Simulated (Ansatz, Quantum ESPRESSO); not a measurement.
# Lattice dynamics of GaN (F-43m) in two programs, part 2 of 4

How does GaN (F-43m) vibrate, and is this structure a minimum?

Quantum ESPRESSO 7.5; DFT LDA, scalar-relativistic, plane waves, JTH PAW pseudopotentials.

So far. Step 2 (A first look): A gap of 1.7 eV opens on this mesh, so the crystal is taken as an insulator; the start stands at -6.1 GPa. Step 4 (Self-consistent run for the response): The cell stands at -0.31 GPa, close enough for stiff modes, while soft ones can move. The relaxed cell has a = 4.457 Å (conventional setting).

## (5) Phonons on a q mesh

Linear response treats each wavevector in the unit cell, with no supercell; the 4×4×4 mesh fixes the range of the force constants to be had.

The input, ph.in:

```
phonons
&INPUTPH
  prefix = 'x'
  outdir = './tmp'
  fildyn = 'x.dyn'
  tr2_ph = 1.0d-18
  epsil  = .true.
  ldisp  = .true.
  nq1    = 4
  nq2    = 4
  nq3    = 4
/
```

The run is started by

```
$ OMP_NUM_THREADS=1 mpirun -n 4 ph.x -nk 4 -in ph.in > ph.out
```

Numbers of over 12 decimals in the logs are rounded to 6 here.

What it wrote:

```text
[banners, grids, parts of the stress and lines that vanish by symmetry left out]
[banner, memory and clock lines left out]
Program PHONON v.7.5

[...]
Exchange-correlation= PW
                           (   1   4   0   0   0   0   0)
[...]
(   8 q-points):
[...]
kinetic-energy cut-off    =      50.0000  Ry
     charge density cut-off    =     250.0000  Ry
     convergence threshold     =      1.0E-18
[...]
Exchange-correlation= PW
                           (   1   4   0   0   0   0   0)
[...]
q = (   0.0000000   0.0000000   0.0000000 )
     25 Sym.Ops. (with q -> -q+G )
     G cutoff =  449.2241  (   9841 G-vectors)     FFT grid: ( 30, 30, 30)
     G cutoff =  359.3793  (   7119 G-vectors)  smooth grid: ( 27, 27, 27)
     number of k points=    72
[...]
Mode symmetry, T_d (-43m)  point group:
[...]
Dielectric constant
[...]
End of electric fields calculation
          Dielectric constant in cartesian axis
          (       5.751712847       0.000000000       0.000000000 )
          (      -0.000000000       5.751712847      -0.000000000 )
          (       0.000000000       0.000000000       5.751712847 )
          Effective charges (d Force / dE) in cartesian axis without acoustic sum rule applied (asr)
           atom    1  Ga    Mean Z*:        2.62631
      Ex  (        2.62631        0.00000       -0.00000 )
      Ey  (        0.00000        2.62631        0.00000 )
      Ez  (       -0.00000        0.00000        2.62631 )
           atom    2  N     Mean Z*:       -2.63189
      Ex  (       -2.63189        0.00000       -0.00000 )
      Ey  (        0.00000       -2.63189        0.00000 )
      Ez  (        0.00000        0.00000       -2.63189 )
          Effective charges Sum: Mean:       -0.00558
[...]
Effective charges (d Force / dE) in cartesian axis with asr applied:
           atom    1  Ga    Mean Z*:        2.62910
[...]
atom    2  N     Mean Z*:       -2.62910
[...]
Representation #   1 modes #   1   2   3
[...]
End of self-consistent calculation
     Convergence has been achieved
     Representation #   2 modes #   4   5   6
[...]
End of self-consistent calculation
     Convergence has been achieved
[...]
Dielectric constant in cartesian axis
          (       5.751712847       0.000000000       0.000000000 )
          (      -0.000000000       5.751712847      -0.000000000 )
          (       0.000000000       0.000000000       5.751712847 )
          Effective charges (d Force / dE) in cartesian axis without acoustic sum rule applied (asr)
           atom    1  Ga    Mean Z*:        2.62631
      Ex  (        2.62631        0.00000       -0.00000 )
      Ey  (        0.00000        2.62631        0.00000 )
      Ez  (       -0.00000        0.00000        2.62631 )
           atom    2  N     Mean Z*:       -2.63189
      Ex  (       -2.63189        0.00000       -0.00000 )
      Ey  (        0.00000       -2.63189        0.00000 )
      Ez  (        0.00000        0.00000       -2.63189 )
          Effective charges Sum: Mean:       -0.00558
[...]
Effective charges (d Force / dE) in cartesian axis with asr applied:
           atom    1  Ga    Mean Z*:        2.62910
[...]
atom    2  N     Mean Z*:       -2.62910
[...]
Effective charges (d P / du) in cartesian axis
[...]
q = (    0.000000000   0.000000000   0.000000000 )
[...]
freq (    1) =       0.119103 [THz] =       3.972856 [cm-1]
     freq (    2) =       0.119103 [THz] =       3.972856 [cm-1]
     freq (    3) =       0.119103 [THz] =       3.972856 [cm-1]
     freq (    4) =      16.560915 [THz] =     552.412652 [cm-1]
     freq (    5) =      16.560915 [THz] =     552.412652 [cm-1]
     freq (    6) =      16.560915 [THz] =     552.412652 [cm-1]
[...]
Mode symmetry, T_d (-43m)  point group:
     freq (   1-   3) =          4.0  [cm-1]   --> T_2  G_15 P_4   I+R
     freq (   4-   6) =        552.4  [cm-1]   --> T_2  G_15 P_4   I+R
[...]
Mode symmetry, C_3v (3m)   point group:
[...]
Representation #   1 mode #   1
[...]
End of self-consistent calculation
     Convergence has been achieved
     Representation #   2 mode #   2
[...]
End of self-consistent calculation
     Convergence has been achieved
     Representation #   3 modes #   3   4
[...]
Convergence has been achieved
     Representation #   4 modes #   5   6
[...]
Convergence has been achieved
[...]
q = (   -0.250000000   0.250000000  -0.250000000 )
[...]
freq (    1) =       3.127120 [THz] =     104.309487 [cm-1]
     freq (    2) =       3.127120 [THz] =     104.309487 [cm-1]
     freq (    3) =       7.209303 [THz] =     240.476447 [cm-1]
     freq (    4) =      16.993457 [THz] =     566.840700 [cm-1]
     freq (    5) =      16.993457 [THz] =     566.840700 [cm-1]
     freq (    6) =      21.483419 [THz] =     716.609726 [cm-1]
[...]
Mode symmetry, C_3v (3m)   point group:
     freq (   1-   2) =        104.3  [cm-1]   --> E    L_3
     freq (   3-   3) =        240.5  [cm-1]   --> A_1  L_1
     freq (   4-   5) =        566.8  [cm-1]   --> E    L_3
     freq (   6-   6) =        716.6  [cm-1]   --> A_1  L_1
[...]
Mode symmetry, C_3v (3m)   point group:
[...]
Representation #   1 mode #   1
[...]
Convergence has been achieved
     Representation #   2 mode #   2
[...]
Convergence has been achieved
     Representation #   3 modes #   3   4
[...]
Convergence has been achieved
     Representation #   4 modes #   5   6
[...]
Convergence has been achieved
[...]
q = (    0.500000000  -0.500000000   0.500000000 )
[...]
freq (    1) =       4.116552 [THz] =     137.313387 [cm-1]
     freq (    2) =       4.116552 [THz] =     137.313387 [cm-1]
[...]
Mode symmetry, C_3v (3m)   point group:
     freq (   1-   2) =        137.3  [cm-1]   --> E    L_3
     freq (   3-   3) =        341.7  [cm-1]   --> A_1  L_1
     freq (   4-   5) =        576.7  [cm-1]   --> E    L_3
     freq (   6-   6) =        698.4  [cm-1]   --> A_1  L_1
[...]
Mode symmetry, C_2v (mm2)  point group:
[...]
Convergence has been achieved
[...]
Convergence has been achieved
[...]
Convergence has been achieved
[...]
Convergence has been achieved
[...]
q = (    0.000000000   0.500000000   0.000000000 )
[...]
Mode symmetry, C_2v (mm2)  point group:
     freq (   1-   1) =        150.0  [cm-1]   --> B_1  D_3  S_3
     freq (   2-   2) =        150.0  [cm-1]   --> B_2  D_4  S_4
     freq (   3-   3) =        235.2  [cm-1]   --> A_1  D_1  S_1
     freq (   4-   4) =        590.1  [cm-1]   --> B_1  D_3  S_3
     freq (   5-   5) =        590.1  [cm-1]   --> B_2  D_4  S_4
     freq (   6-   6) =        715.6  [cm-1]   --> A_1  D_1  S_1
[...]
Mode symmetry, C_s (m)     point group:
[...]
q = (    0.750000000  -0.250000000   0.750000000 )
[...]
Mode symmetry, C_s (m)     point group:
     freq (   1-   1) =        173.3  [cm-1]   --> A''
     freq (   2-   2) =        215.3  [cm-1]   --> A'
     freq (   3-   3) =        309.5  [cm-1]   --> A'
     freq (   4-   4) =        599.1  [cm-1]   --> A''
     freq (   5-   5) =        629.6  [cm-1]   --> A'
     freq (   6-   6) =        691.7  [cm-1]   --> A'
[...]
Mode symmetry, C_s (m)     point group:
[...]
q = (    0.500000000   0.000000000   0.500000000 )
[...]
Mode symmetry, C_s (m)     point group:
     freq (   1-   1) =        148.2  [cm-1]   --> A''
     freq (   2-   2) =        215.3  [cm-1]   --> A'
     freq (   3-   3) =        285.1  [cm-1]   --> A'
     freq (   4-   4) =        579.9  [cm-1]   --> A''
     freq (   5-   5) =        631.0  [cm-1]   --> A'
     freq (   6-   6) =        696.8  [cm-1]   --> A'
[...]
Mode symmetry, D_2d (-42m) point group:
[...]
Representation #   3 modes #   3   4
[...]
Convergence has been achieved
     Representation #   4 modes #   5   6
[...]
Convergence has been achieved
[...]
q = (    0.000000000  -1.000000000   0.000000000 )
[...]
freq (    5) =      18.479513 [THz] =     616.410192 [cm-1]
     freq (    6) =      20.641722 [THz] =     688.533726 [cm-1]
[...]
Mode symmetry, D_2d (-42m) point group:
     freq (   1-   2) =        193.1  [cm-1]   --> E    X_5  W_3
     freq (   3-   3) =        347.4  [cm-1]   --> B_2  X_3  W_2
     freq (   4-   5) =        616.4  [cm-1]   --> E    X_5  W_3
     freq (   6-   6) =        688.5  [cm-1]   --> A_1  X_1  W_1
[...]
Mode symmetry, S_4 (-4)    point group:
[...]
Convergence has been achieved
[...]
Convergence has been achieved
[...]
Convergence has been achieved
[...]
Convergence has been achieved
     Representation #   5 mode #   5
[...]
End of self-consistent calculation
     Convergence has been achieved
     Representation #   6 mode #   6
[...]
End of self-consistent calculation
     Convergence has been achieved
[...]
q = (   -0.500000000  -1.000000000   0.000000000 )
[...]
freq (    1) =       6.320711 [THz] =     210.836223 [cm-1]
     freq (    2) =       7.341793 [THz] =     244.895860 [cm-1]
     freq (    3) =       9.055482 [THz] =     302.058353 [cm-1]
     freq (    4) =      18.823804 [THz] =     627.894514 [cm-1]
     freq (    5) =      19.134697 [THz] =     638.264793 [cm-1]
     freq (    6) =      20.443354 [THz] =     681.916888 [cm-1]
[...]
Mode symmetry, S_4 (-4)    point group:
     freq (   1-   1) =        210.8  [cm-1]   --> B    W_3
     freq (   2-   2) =        244.9  [cm-1]   --> E    W_4
     freq (   3-   3) =        302.1  [cm-1]   --> E*   W_2
     freq (   4-   4) =        627.9  [cm-1]   --> E    W_4
     freq (   5-   5) =        638.3  [cm-1]   --> A    W_1
     freq (   6-   6) =        681.9  [cm-1]   --> B    W_3
```

Wall time 1.9 h (4 MPI ranks of Arm Neoverse N1, shared host).

Numbers from this step:

* miss of the charge sum rule: 0.005580 e
* largest acoustic frequency at the zone centre before the sum rule: 3.97 cm⁻¹
* highest optical zone-centre mode (no LO-TO term): 552.4 cm⁻¹
* lowest optical zone-centre mode: 552.4 cm⁻¹
* mean high-frequency dielectric constant: 5.752
* largest Born charge in size (third of the trace): 2.632 e
* lowest mode on the q mesh (acoustic ones at the zone centre apart): 104.3 cm⁻¹

Frequencies (cm⁻¹) at each irreducible wavevector; negative means imaginary. Frequencies by wavevector:

| q (fractions) | star | mode 1 | mode 2 | mode 3 | mode 4 | mode 5 | mode 6 |
| --- | --- | --- | --- | --- | --- | --- | --- |
| 0 0 0 | 1 | 3.97 | 3.97 | 3.97 | 552.4 | 552.4 | 552.4 |
| 0 0 0.25 | 8 | 104.3 | 104.3 | 240.5 | 566.8 | 566.8 | 716.6 |
| 0 0 -0.5 | 4 | 137.3 | 137.3 | 341.7 | 576.7 | 576.7 | 698.4 |
| 0 0.25 0.25 | 6 | 150 | 150 | 235.2 | 590.1 | 590.1 | 715.6 |
| 0 0.25 -0.5 | 24 | 173.3 | 215.3 | 309.5 | 599.1 | 629.6 | 691.7 |
| 0 0.25 -0.25 | 12 | 148.2 | 215.3 | 285.1 | 579.9 | 631 | 696.8 |
| 0 -0.5 -0.5 | 3 | 193.1 | 193.1 | 347.4 | 616.4 | 616.4 | 688.5 |
| 0.25 -0.5 -0.25 | 6 | 210.8 | 244.9 | 302.1 | 627.9 | 638.3 | 681.9 |

Born charge (rows field, columns displacement), before the sum rule (e), principal values of the symmetric part by kind of site:

| atom | atoms with these values | low | middle | high | mean |
| --- | --- | --- | --- | --- | --- |
| Ga1 | 1 | 2.63 | 2.63 | 2.63 | 2.63 |
| N2 | 1 | -2.63 | -2.63 | -2.63 | -2.63 |

In full for Ga1:

```
2.63 0.00 0.00
0.00 2.63 0.00
0.00 0.00 2.63
```

High-frequency dielectric tensor:

```
5.75 0.00 0.00
0.00 5.75 0.00
0.00 0.00 5.75
```

The acoustic modes at Γ come out as far as 4.0 cm⁻¹ from zero, where they should vanish, a small numerical error; the Born charges miss their sum rule by 0.0056 e, which is good.

## (6) Fourier transform to real space

The dynamical matrices of the mesh are Fourier-transformed to force constants in real space, after the long-range dipole part is taken out.

The input, q2r.in:

```
&INPUT
  fildyn = 'x.dyn'
  zasr   = 'simple'
  flfrc  = 'x.fc'
/
```

The run is started by

```
$ q2r.x < q2r.in > q2r.out
```

What it wrote:

```text
[banners, grids, parts of the stress and lines that vanish by symmetry left out]
[banner, memory and clock lines left out]
Program Q2R v.7.5

  reading grid info from file x.dyn0

  reading force constants from file x.dyn1
 macroscopic fields = T
   5.75171  -0.00000   0.00000
   0.00000   5.75171   0.00000
[...]
na=            1
[...]
na=            2
[...]
0.00000  -2.63189   0.00000
   0.00000   0.00000  -2.63189
  alpha Ewald:    1.796896
  nqs=            1
 q=   0.00000000  0.00000000  0.00000000
  reading force constants from file x.dyn2
  alpha Ewald:    1.796896
  nqs=            8
 q=  -0.25000000  0.25000000 -0.25000000
[...]
reading force constants from file x.dyn7
  alpha Ewald:    1.796896
  nqs=            3
[...]
reading force constants from file x.dyn8
  alpha Ewald:    1.796896
  nqs=            6
[...]
q=   0.00000000 -0.50000000 -1.00000000
 q=   0.00000000  0.50000000 -1.00000000

      q-space grid ok, #points =   64

      fft-check success (sum of imaginary terms < 10^-12)
```

Wall time 0.5 s (1 thread).

## (7) Interpolated phonon bands

From the force constants any wavevector is cheap; points of the mesh come back as solved, but for the sum rule and, in polar crystals, the LO-TO term at Γ; the rest is interpolation.

The input, matdyn.in:

```
&INPUT
  asr              = 'simple'
  flfrc            = 'x.fc'
  flfrq            = 'x.freq'
  flvec            = 'x.modes'
  q_in_band_form   = .true.
  q_in_cryst_coord = .true.
/
8
  0.0000000   0.0000000   0.0000000  12  ! GAMMA
  0.0000000   0.5000000   0.5000000  12  ! X
 -0.0000000   0.6250000   0.3750000   1  ! U
 -0.3750000   0.3750000  -0.0000000  12  ! K
  0.0000000   0.0000000   0.0000000  12  ! GAMMA
 -0.0000000   0.5000000  -0.0000000  12  ! L
 -0.2500000   0.5000000   0.2500000  12  ! W
  0.0000000   0.5000000   0.5000000   1  ! X
```

The run is started by

```
$ matdyn.x -in matdyn.in > matdyn.out
```

What it wrote:

```text
[banner, memory and clock lines left out]
Program MATDYN v.7.5

 mass for atomic type   1 not given; uses mass from file x.fc
 mass for atomic type   2 not given; uses mass from file x.fc
```

Elapsed: 0.5 s, on 1 thread.

Numbers from this step:

```yaml
lowest_frequency_on_the_path: 0 cm⁻¹
```

Matdyn.x, sum rule simple. The phonon branches at the labelled points (cm⁻¹):

| point | branch 1 | branch 2 | branch 3 | branch 4 | branch 5 | branch 6 |
| --- | --- | --- | --- | --- | --- | --- |
| Γ | 0 | 0 | 0 | 552 | 552 | 731 |
| halfway | 150 | 150 | 235 | 590 | 590 | 716 |
| X | 193 | 193 | 347 | 616 | 616 | 688 |
| halfway | 191 | 210 | 338 | 613 | 627 | 688 |
| U | 183 | 238 | 316 | 604 | 645 | 688 |
| jump to K | 183 | 238 | 316 | 604 | 645 | 688 |
| halfway | 118 | 177 | 250 | 570 | 603 | 706 |
| Γ | 0 | 0 | 0 | 552 | 552 | 731 |
| halfway | 104 | 104 | 240 | 567 | 567 | 717 |
| L | 137 | 137 | 342 | 577 | 577 | 698 |
| halfway | 172 | 211 | 315 | 595 | 628 | 692 |
| W | 211 | 245 | 302 | 628 | 638 | 682 |
| halfway | 202 | 215 | 329 | 622 | 625 | 687 |
| X | 193 | 193 | 347 | 616 | 616 | 688 |

The phonon branches as a text plot (rows in cm⁻¹):

```
    716 |**********            ******************
    685 |          ************                  ****************
    655 |                *****                         ***
    624 |         *******     **                     ** *********
    594 |     ****       ****** **                ******
    563 |*****                 ********************
    533 |
    502 |
    472 |
    442 |
    411 |
    381 |
    350 |           ****                         ***           **
    320 |         **    ****                   **   ****    ***
    289 |        *          ***               *         ****
    259 |       *         **   **            *            *
    228 |      *        **  ***  *          *          *** ***
    198 |     *   ********     *  *        *         ************
    167 |    *  **        ****  **        *         ***
    137 |   * **              **  **     *    *******
    107 |    *                  ** **       **
     76 |  **                     * *   * **
     46 | **                       **** **
     15 |**                          ***
         Γ           X  U|K            Γ         L        W     X
```

All branches are real along the path.

## (8) Density of states

Sums over the zone need many more wavevectors than were solved, so the interpolation is sampled on a dense mesh.

The input, matdyn.in:

```
&INPUT
  asr    = 'simple'
  flfrc  = 'x.fc'
  dos    = .true.
  fldos  = 'x.dos'
  nk1    = 17
  nk2    = 17
  nk3    = 17
  deltaE = 1.0
/
```

The run is started by

```
$ matdyn.x -in matdyn.in > matdyn.out
```

What it wrote:

```text
[banner, memory and clock lines left out]
Program MATDYN v.7.5

 mass for atomic type   1 not given; uses mass from file x.fc
 mass for atomic type   2 not given; uses mass from file x.fc
```

Run time: 13 s. Hardware: 1 thread.

This step gave:

- share of modes beyond 3i cm⁻¹ on the dense interpolated mesh: 0
- zero-point energy per atom: 78.8 meV
- heat capacity at 300 K: 17.45 J/(mol atoms K)
- vibrational entropy at 300 K: 16.05 J/(mol atoms K)

The phonon density of states has structure finer than the step of the table below, so its rows give means over 20 cm⁻¹, whole bins alone (the curve runs from 0 to 728 cm⁻¹). Peaks (cm⁻¹: height): total 192.0: 0.0264, 308.0: 0.028, 616.0: 0.0303, 692.0: 0.0472; Ga 192.0: 0.0245, 308.0: 0.0275, 580.0: 0.00341; N 616.0: 0.0283, 692.0: 0.0459.

Tetrahedra. Table of phonon density of states by wavenumber; means over each step; values in 1/cm⁻¹/cell:

| wavenumber (cm⁻¹) | total | Ga | N |
| --- | --- | --- | --- |
| 20 | 5.6e-5 | 4.7e-5 | 9.0e-6 |
| 40 | 3.7e-4 | 3.1e-4 | 6.0e-5 |
| 60 | 9.7e-4 | 8.2e-4 | 1.5e-4 |
| 80 | 0.00187 | 0.00159 | 2.7e-4 |
| 100 | 0.00334 | 0.00288 | 4.6e-4 |
| 120 | 0.00601 | 0.00525 | 7.6e-4 |
| 140 | 0.0131 | 0.0116 | 0.00148 |
| 160 | 0.0178 | 0.0160 | 0.00175 |
| 180 | 0.0221 | 0.0203 | 0.00182 |
| 200 | 0.0191 | 0.0178 | 0.00133 |
| 220 | 0.0126 | 0.0118 | 7.9e-4 |
| 240 | 0.00957 | 0.00899 | 5.7e-4 |
| 260 | 0.00318 | 0.00290 | 2.7e-4 |
| 280 | 0.00540 | 0.00505 | 3.5e-4 |
| 300 | 0.0177 | 0.0173 | 4.6e-4 |
| 320 | 0.0141 | 0.0139 | 2.1e-4 |
| 340 | 0.00265 | 0.00263 | 2.1e-5 |
| 360 | 0 | 0 | 0 |
| 380 | 0 | 0 | 0 |
| 400 | 0 | 0 | 0 |
| 420 | 0 | 0 | 0 |
| 440 | 0 | 0 | 0 |
| 460 | 0 | 0 | 0 |
| 480 | 0 | 0 | 0 |
| 500 | 0 | 0 | 0 |
| 520 | 0 | 0 | 0 |
| 540 | 3.5e-6 | 5.0e-7 | 3.0e-6 |
| 560 | 0.00624 | 9.0e-4 | 0.00534 |
| 580 | 0.0253 | 0.00287 | 0.0224 |
| 600 | 0.0290 | 0.00255 | 0.0264 |
| 620 | 0.0241 | 0.00155 | 0.0225 |
| 640 | 0.0153 | 4.4e-4 | 0.0149 |
| 660 | 1.9e-4 | 2.0e-6 | 1.8e-4 |
| 680 | 0.0105 | 3.0e-4 | 0.0101 |
| 700 | 0.0320 | 0.00130 | 0.0307 |

Harmonic thermodynamic functions per atom, summed over the density of states scaled to three modes an atom; melting is ignored. Thermodynamic functions:

| T (K) | F_vib (meV/atom) | S (J/mol-atom/K) | C_V (J/mol-atom/K) |
| --- | --- | --- | --- |
| 0 | 78.8 | 0 | 0 |
| 50 | 78.73 | 0.581 | 1.805 |
| 100 | 77.79 | 3.285 | 6.383 |
| 200 | 70.97 | 9.866 | 13 |
| 300 | 57.48 | 16.05 | 17.45 |
| 400 | 37.97 | 21.46 | 20.05 |
| 500 | 13.25 | 26.11 | 21.56 |
| 600 | -15.94 | 30.14 | 22.49 |
| 700 | -49.04 | 33.65 | 23.09 |
| 800 | -85.56 | 36.76 | 23.5 |
| 900 | -125.1 | 39.55 | 23.79 |
| 1000 | -167.4 | 42.07 | 24 |

At 300 K the heat capacity has reached 70 % of the Dulong-Petit value.

## (9) Zone-centre analysis

A rigid shift of the crystal must cost nothing, but grids and finite bases break this; the acoustic sum rule is imposed before the matrix is diagonalised again. With Born charges the intensities follow, and the static dielectric tensor.

The input, dynmat.in:

```
&INPUT
  fildyn = 'x.dyn1'
  asr    = 'simple'
  fileig = 'dynmat.eig'
  lperm  = .true.
/
```

The run is started by

```
$ dynmat.x -in dynmat.in > dynmat.out
```

What it wrote:

```text
[banner, memory and clock lines left out]
Program DYNMAT v.7.5

     Reading Dynamical Matrix from file x.dyn1
     ...Force constants read
     ...epsilon and Z* read
     A direction for q was not specified:TO-LO splitting will be absent

     Polarizability (A^3 units)
     multiply by 0.387011 for Clausius-Mossotti correction
         8.369661   -0.000000    0.000000
         0.000000    8.369661    0.000000
         0.000000   -0.000000    8.369661

     IR activities are in (D/A)^2/amu units

# mode   [cm-1]    [THz]      IR
    1     -0.00   -0.0000    0.0000
    2     -0.00   -0.0000    0.0000
    3      0.00    0.0000    0.0000
    4    552.40   16.5606   13.6723
    5    552.40   16.5606   13.6723
    6    552.40   16.5606   13.6723

Electronic dielectric permittivity tensor (relative, adimensional)
         5.751713   -0.000000    0.000000
         0.000000    5.751713    0.000000
         0.000000   -0.000000    5.751713

 ... with zone-center polar mode contributions
        10.069077   -0.000000   -0.000000
         0.000000   10.069077   -0.000000
        -0.000000   -0.000000   10.069077
```

Wall time 0.48 s (1 thread).

Numbers from this step:

| Quantity | Value |
| --- | --- |
| mean static dielectric constant | 10.07 |

Unit eigenvectors of the mass-weighted matrix after the sum rule; no LO-TO term. Modes at Γ, with each element's share of the kinetic energy:

| mode | frequency (cm⁻¹) | symmetry | Ga % | N % |
| --- | --- | --- | --- | --- |
| 1 | 0.0 | acoustic | 83 | 17 |
| 2 | 0.0 | acoustic | 83 | 17 |
| 3 | 0.0 | acoustic | 83 | 17 |
| 4 | 552.4 | T2 | 17 | 83 |
| 5 | 552.4 | T2 | 17 | 83 |
| 6 | 552.4 | T2 | 17 | 83 |

Displacements in mode 4 (552.4 cm⁻¹), the largest set to 1:
```
Ga1 -0.20  0.06  0.00
N2   1.00 -0.31  0.00
```

Degenerate modes summed, no LO-TO term. Infrared lines, with heights relative to the strongest:

| position (cm⁻¹) | lines merged | label | IR intensity, relative |
| --- | --- | --- | --- |
| 552 | 3 | T2 | 100 |

Static dielectric tensor (ions relaxed, fixed cell):

```
10.07  0.00  0.00
 0.00 10.07  0.00
 0.00  0.00 10.07
```

The rule moves no optical mode by more than 0.1 cm⁻¹.

(Part 2 of 4 ends here.)

[Host names and launcher messages were left out of these logs when they were recorded.]

[Logs are printed without paths, hosts, clocks, repeated set-up lines and the standing remarks that a program may print on its own settings, such as how far it seeks lower states.]

[Hosts, paths, dates, database ids (printed as entryN), source tags and the programs' standing remarks are cut or masked in the printed files.]
